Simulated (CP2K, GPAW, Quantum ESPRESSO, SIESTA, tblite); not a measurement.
## Atom list for (11,0) carbon nanotube bundle (176 atoms)

The starting structure: Graphene sheet (a = 2.46 Å) rolled into a (11,0) tube of diameter 8.61 Å, 4 periods, hexagonal bundle with 3.3 Å between walls; then minimised and run for 3 ps at 600 K (NVT) with a classical potential, last frame taken. Then every atom was moved at random, 0.03 Å r.m.s. a Cartesian component.

Geometry: the built cell with every atom moved at random. Computed with SIESTA 5.4.2: Kohn-Sham DFT, PBE, PseudoDojo 0.4.1 norm-conserving pseudopotentials (converted to PSML), numerical atomic orbitals (DZP), diagonalisation; shift 0.01 Ry; mesh 300 Ry; levels smeared at 580 K; far from plane-wave PBE on this cell, through basis, grid or potentials; Γ point.

Extended XYZ; positions in Å, forces in eV/Å, q the Hirshfeld charge in e:

```xyz
176
Lattice="11.913 0.000 0.000 -5.957 10.317 0.000 0.000 0.000 17.043" Properties=species:S:1:pos:R:3:charge:R:1:forces:R:3 pbc="T T T"
C -2.02 8.25 1.34 0.00 0.60 1.11 -1.14
C -1.99 9.48 0.69 0.00 1.08 -0.91 1.11
C 3.93 0.34 1.31 0.00 1.22 3.40 4.56
C 3.78 1.58 0.68 0.00 -0.65 1.28 3.56
C -1.69 9.55 3.52 0.01 -1.38 -2.02 -4.42
C 4.10 0.41 2.72 0.00 0.16 -1.47 1.51
C 3.20 2.71 1.39 0.00 2.73 -1.23 1.77
C 2.36 3.53 0.70 0.00 -0.97 2.40 0.29
C 3.83 1.58 3.43 0.00 -1.25 3.74 1.97
C 3.37 2.82 2.81 0.00 0.06 -2.43 -1.57
C 1.26 4.11 1.47 0.00 4.06 -1.11 -4.34
C 0.14 4.18 0.72 0.00 -0.65 1.42 -3.25
C 2.53 3.69 3.51 0.00 -1.97 -0.19 2.25
C 1.34 4.05 2.78 0.00 -0.29 2.16 6.02
C -1.06 4.09 1.36 -0.01 -0.38 1.25 2.49
C 9.75 3.65 0.69 0.00 -3.09 -1.79 3.43
C 0.13 4.36 3.54 0.00 1.06 -0.33 -1.54
C -1.06 4.21 2.76 0.00 -2.00 -1.51 3.07
C 8.82 2.85 1.51 0.01 -0.21 1.41 -2.79
C 7.94 2.01 0.79 -0.01 0.70 -1.12 -0.45
C 9.75 3.57 3.57 0.00 2.87 2.16 -0.32
C 8.86 2.75 2.90 -0.01 0.43 1.96 -1.33
C 7.64 0.77 1.41 0.00 -1.90 -1.49 1.30
C 1.61 9.83 0.70 0.01 -0.58 0.67 4.36
C 8.06 1.89 3.60 0.00 -2.05 -2.83 -2.40
C 7.50 0.71 2.84 0.00 0.95 1.56 0.53
C 1.94 8.63 1.51 0.00 -0.92 1.77 -4.54
C 2.67 7.72 0.70 0.00 -1.07 -1.15 -0.85
C 1.41 9.78 3.53 0.00 1.80 1.25 0.41
C 1.90 8.60 2.88 0.00 -2.84 2.94 -0.12
C 3.64 7.03 1.40 -0.01 0.73 -2.37 2.04
C 4.66 6.34 0.70 0.00 2.09 -0.35 0.81
C 2.58 7.67 3.57 0.00 2.18 -2.81 1.81
C 3.56 7.01 2.85 0.00 3.39 -1.69 -0.09
C 5.90 6.02 1.45 0.00 -0.25 0.44 -4.93
C 7.15 6.09 0.63 0.01 0.36 -0.64 3.39
C 4.74 6.55 3.61 0.01 -1.42 -1.71 -2.88
C 5.89 6.09 2.82 -0.01 -4.52 1.02 1.44
C -3.56 6.49 1.40 0.00 -3.45 -2.34 -1.56
C -2.61 7.20 0.70 0.00 1.30 -1.05 -1.78
C 7.01 6.27 3.53 0.00 6.35 -0.64 -2.38
C -3.66 6.52 2.78 0.00 0.28 1.01 2.29
C -2.67 7.28 3.49 0.00 0.49 -0.21 0.46
C -1.98 8.30 2.66 0.00 0.24 0.38 9.21
C -2.12 8.38 5.64 0.01 1.91 -2.04 2.96
C -1.85 9.53 4.91 -0.01 1.59 -4.16 -3.29
C 4.08 0.35 5.54 0.00 -1.98 9.13 5.47
C 3.61 1.61 4.87 0.01 3.85 -3.74 -0.06
C -1.77 9.55 7.72 -0.01 1.53 -2.03 3.93
C 4.07 0.40 7.05 0.00 1.39 1.80 -3.64
C 3.18 2.69 5.66 0.00 2.20 -0.88 0.38
C 2.38 3.62 4.99 0.00 2.51 0.24 -3.72
C 3.98 1.62 7.76 0.00 -0.57 -0.70 0.75
C 3.44 2.69 7.07 0.00 -4.27 3.24 0.18
C 1.34 4.15 5.68 0.00 -2.05 1.25 1.15
C 0.15 4.37 4.94 0.00 -0.92 0.54 1.13
C 2.38 3.54 7.80 0.01 4.13 -2.06 0.83
C 1.30 4.06 7.11 -0.01 0.83 0.40 -2.18
C -1.07 4.16 5.67 0.00 1.38 1.21 1.95
C 9.82 3.58 5.00 0.00 -3.07 -0.01 -2.56
C 0.12 4.19 7.80 0.00 -3.11 2.02 0.93
C -1.16 4.19 7.12 0.01 5.35 1.62 -3.00
C 8.79 2.87 5.72 0.00 2.45 1.19 -3.04
C 8.12 1.92 4.96 0.01 -2.38 -1.69 1.72
C 9.68 3.71 7.75 0.00 0.56 2.24 6.79
C 8.98 2.86 7.06 0.00 -7.27 -5.42 -0.50
C 7.61 0.73 5.56 -0.01 1.30 3.71 6.66
C 1.72 9.90 4.92 0.00 -1.54 -5.24 -2.83
C 8.17 1.84 7.72 0.00 -0.82 0.79 2.69
C 7.74 0.65 7.09 0.00 -1.05 2.43 -3.48
C 2.18 8.74 5.62 0.01 -1.98 -0.45 3.13
C 2.73 7.62 5.00 0.01 -2.53 2.06 -2.11
C 1.54 9.77 7.79 0.00 0.78 1.81 0.04
C 2.00 8.66 7.07 0.01 0.53 -0.49 -0.94
C 3.59 6.81 5.69 -0.01 0.70 -0.49 -0.57
C 4.74 6.37 5.03 0.00 -2.52 -0.10 -3.51
C 2.68 7.67 7.83 0.00 1.05 -1.14 -3.23
C 3.68 6.89 7.04 0.00 -3.16 0.85 4.63
C 5.84 5.99 5.68 0.00 5.58 0.26 2.41
C 7.12 6.31 4.86 0.00 -4.27 -2.31 6.20
C 4.72 6.36 7.80 0.00 -0.69 -1.50 4.06
C 5.89 5.96 7.19 0.00 -0.34 -0.04 -5.23
C -3.76 6.75 5.68 0.00 1.03 -0.77 -0.77
C -2.68 7.29 4.98 -0.01 0.19 0.84 -3.38
C 7.09 6.20 7.82 0.00 0.28 -1.12 2.29
C -3.81 6.80 7.09 0.00 1.10 -1.32 0.57
C -2.80 7.42 7.86 0.01 1.32 -0.20 -0.08
C -1.96 8.30 7.10 -0.01 -1.67 0.88 -2.09
C -2.11 8.40 9.97 0.00 1.56 1.42 -1.38
C -1.66 9.55 9.17 0.00 -0.97 -0.10 1.19
C 4.23 0.49 9.90 0.00 -0.25 -3.22 1.70
C 3.87 1.58 9.19 0.00 -0.36 4.15 0.46
C -1.78 9.58 12.05 0.00 0.38 -1.13 2.01
C 4.05 0.47 11.37 0.00 1.93 1.12 -1.12
C 3.22 2.68 10.02 0.00 2.19 -1.62 -6.46
C 2.36 3.51 9.25 0.00 2.37 -0.38 -1.66
C 3.85 1.68 12.11 0.00 1.13 -3.07 -1.14
C 3.31 2.70 11.35 -0.01 -2.38 2.70 3.79
C 1.39 4.16 9.94 0.00 -5.63 0.99 0.32
C 0.08 4.28 9.20 0.00 1.34 -0.29 1.56
C 2.33 3.48 12.12 0.01 1.48 0.02 -3.11
C 1.27 4.08 11.34 0.00 2.65 -0.28 1.67
C -1.15 4.03 9.92 0.00 3.13 1.60 1.56
C 9.62 3.67 9.25 0.00 3.47 2.64 -4.76
C 0.09 4.20 12.08 0.00 0.45 1.05 0.11
C -1.06 3.98 11.37 0.00 -1.94 0.94 -3.02
C 8.73 2.95 9.88 0.00 -6.07 -4.70 5.60
C 7.93 1.98 9.17 0.00 1.30 -0.18 -2.30
C 9.72 3.61 12.05 0.00 -2.42 -0.97 3.66
C 8.67 2.80 11.43 0.00 6.13 8.09 -6.53
C 7.52 0.82 9.85 0.00 0.18 0.28 4.83
C 1.63 9.89 9.21 0.00 -1.60 0.44 -1.33
C 8.02 2.01 12.18 -0.01 -5.30 -6.84 1.58
C 7.56 0.82 11.42 0.01 -0.86 0.68 -3.24
C 1.98 8.74 9.87 0.00 -0.62 -2.75 4.40
C 2.65 7.68 9.21 0.00 0.12 0.14 0.78
C 1.49 9.91 12.07 -0.01 0.93 -2.51 1.21
C 1.82 8.60 11.35 0.00 0.10 3.97 -1.35
C 3.60 6.93 9.99 0.00 -0.63 -1.34 -1.69
C 4.66 6.28 9.30 0.00 1.97 0.76 -1.29
C 2.63 7.71 12.08 0.00 -1.23 0.15 0.28
C 3.50 6.86 11.37 0.00 3.25 -0.96 1.09
C 5.94 6.05 10.05 0.01 -2.30 -0.64 -6.62
C 7.16 6.07 9.25 0.00 -1.42 0.21 0.79
C 4.74 6.36 12.04 0.00 -6.78 1.71 3.17
C 5.88 6.10 11.39 -0.01 3.01 -0.76 0.65
C -3.64 6.51 10.00 0.00 0.97 0.04 -2.40
C -2.76 7.37 9.31 0.00 -0.18 -0.97 -2.82
C 7.12 6.13 12.05 0.01 2.65 -0.38 1.38
C -3.51 6.41 11.36 -0.01 -2.68 0.28 2.26
C -2.67 7.33 12.09 0.01 -0.19 -2.27 -1.30
C -2.14 8.39 11.38 0.00 1.49 1.18 -0.39
C -2.02 8.34 14.16 0.00 0.53 -0.83 2.37
C -1.60 9.49 13.50 -0.01 -0.88 2.34 -1.52
C 4.32 0.43 14.20 0.01 -0.54 0.87 2.33
C 3.82 1.63 13.50 0.00 2.29 -2.67 2.04
C -1.91 9.61 16.42 -0.01 0.86 -3.75 -6.50
C 4.30 0.46 15.75 0.00 -0.60 1.97 -4.87
C 3.17 2.60 14.27 0.00 2.82 0.41 -0.01
C 2.35 3.40 13.51 -0.01 -1.62 1.61 -0.22
C 3.97 1.67 16.41 0.00 0.24 1.05 -5.36
C 3.42 2.80 15.64 0.00 -1.56 -0.60 1.70
C 1.26 3.94 14.17 0.01 0.30 2.13 2.54
C 0.07 4.28 13.48 0.00 0.62 -0.67 1.68
C 2.40 3.61 16.36 0.00 4.83 -2.45 -0.22
C 1.37 4.07 15.65 -0.01 -3.09 0.72 -4.34
C -1.10 4.10 14.29 0.00 0.49 1.56 -4.21
C 9.70 3.68 13.55 0.00 0.06 0.37 -2.86
C 0.17 4.18 16.34 0.01 -2.28 1.49 0.81
C -1.09 4.22 15.63 -0.01 0.03 -1.36 3.74
C 8.73 3.00 14.26 0.00 -1.54 -1.19 2.36
C 8.00 2.00 13.60 0.01 -0.31 0.53 -0.49
C 9.68 3.66 16.38 0.00 2.74 2.57 -1.00
C 8.72 2.96 15.74 0.00 -2.15 -0.90 -3.93
C 7.61 0.82 14.28 -0.01 -0.20 0.03 -0.99
C 1.58 9.94 13.53 0.00 0.65 -1.63 0.26
C 7.95 1.99 16.42 0.00 -0.24 -1.26 -1.27
C 7.66 0.77 15.67 0.01 -1.12 1.41 2.44
C 2.09 8.78 14.32 0.00 -2.76 1.79 -4.79
C 2.67 7.80 13.49 0.01 -0.05 -1.34 1.61
C 1.55 9.83 16.38 -0.01 -0.26 3.93 -0.37
C 1.91 8.75 15.69 0.00 2.55 -6.83 -1.43
C 3.54 6.91 14.18 -0.01 -0.56 0.32 0.63
C 4.63 6.45 13.49 -0.01 3.45 -1.36 -2.83
C 2.59 7.56 16.32 0.00 -0.49 3.05 0.73
C 3.62 6.85 15.59 0.01 -2.89 1.22 0.41
C 5.87 6.32 14.16 0.00 0.69 -1.43 1.96
C 7.12 6.19 13.45 -0.01 -1.14 -0.15 0.42
C 4.72 6.37 16.31 -0.01 -1.70 -0.09 2.10
C 5.88 6.23 15.64 0.01 3.72 -1.42 -3.63
C -3.59 6.43 14.16 0.00 0.77 0.68 1.30
C -2.60 7.23 13.46 0.00 -0.49 0.20 2.06
C 7.20 6.05 16.26 -0.01 -4.57 0.11 2.28
C -3.59 6.39 15.61 0.01 5.64 2.13 -2.46
C -2.45 7.17 16.35 -0.01 -3.77 0.06 -3.32
C -2.09 8.41 15.61 0.01 0.63 -2.38 0.65
```

Only the Γ point is sampled, in a cell whose shortest periodic width is 10 Å.

The r.m.s. force component is 2.48 eV/Å; the longest force, 12.1 eV/Å, acts on C110.

[Logs are printed without paths, hosts, clocks, repeated set-up lines and the standing remarks that a program may print on its own settings, such as how far it seeks lower states.]

[Hosts, paths, dates, database ids (printed as entryN), source tags and the programs' standing remarks are cut or masked in the printed files.]
